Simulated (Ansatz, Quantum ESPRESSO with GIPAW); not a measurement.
# C_Q, η_Q and the second-order shift of 17O in Be(OH)2 (Behoite)

A plane-wave PAW calculation (PBEsol, Ansatz) gives this electric field gradient, in 10²¹ V/m² and Cartesian axes, at one O site of Be(OH)2 (Behoite) (atom 5; hydroxyl, 125°; 3 neighbours; site symmetry 1):

```
     -3.1653        2.4740        2.9355
      2.4740        8.4205        2.5275
      2.9355        2.5275       -5.2552
```

17O has spin 5/2, Q = -0.02558 barn and |γ|/2π = 5.7742 MHz/T. The cell is the P2_12_12_1 form of a database entry, atoms relaxed, static and at 0 K. The PAW files were made for PBE.

**Task.** Find C_Q, η_Q and ν_Q, and the shift and width of the central transition under fast MAS at 9.4 T and 18.8 T.

1. The tensor is symmetric and traceless. Its eigenvalues, ordered by size, are V_xx = -2.2227, V_yy = -7.3557 and V_zz = 9.5784.

2. η_Q = (V_xx − V_yy)/V_zz = 0.536.

3. C_Q = eQV_zz/h. One unit of 10²¹ V/m² with one barn gives 24.18 MHz, so C_Q = 24.18 × −0.02558 × 9.5784 = -5.924 MHz. A spectrum shows its size, not its sign.

4. ν_Q = 3C_Q/[2I(2I−1)] = 0.889 MHz in size, and P_Q = |C_Q|√(1 + η²/3) = 6.202 MHz.

5. The resonances lie at ν0 = 54.28 and 108.56 MHz, so ν_Q/ν0 is 0.016 at most and second order holds. The centre of gravity moves by δ_Q = −(3/40)(P_Q/ν0)² F × 10⁶ ppm, with F = [I(I+1) − 3/4]/[I²(2I−1)²] = 0.08: -78.3 ppm at 9.4 T and -19.6 ppm at 18.8 T.

6. Summing the second-order term over orientations gives a full width of 182 ppm (9.9 kHz) and 45.4 ppm (4.9 kHz). In ppm both fall as 1/B²: (9.4/18.8)² = 0.250. The spinning rate must pass the static width for this shape to show cleanly.

[Banner, clock, file and message-heading lines were taken out of the pw.x and gipaw.x logs.]

[Logs are printed without paths, hosts, clocks, repeated set-up lines and the standing remarks that a program may print on its own settings, such as how far it seeks lower states.]

[Hosts, paths, dates, database ids (printed as entryN), source tags and the programs' standing remarks are cut or masked in the printed files.]
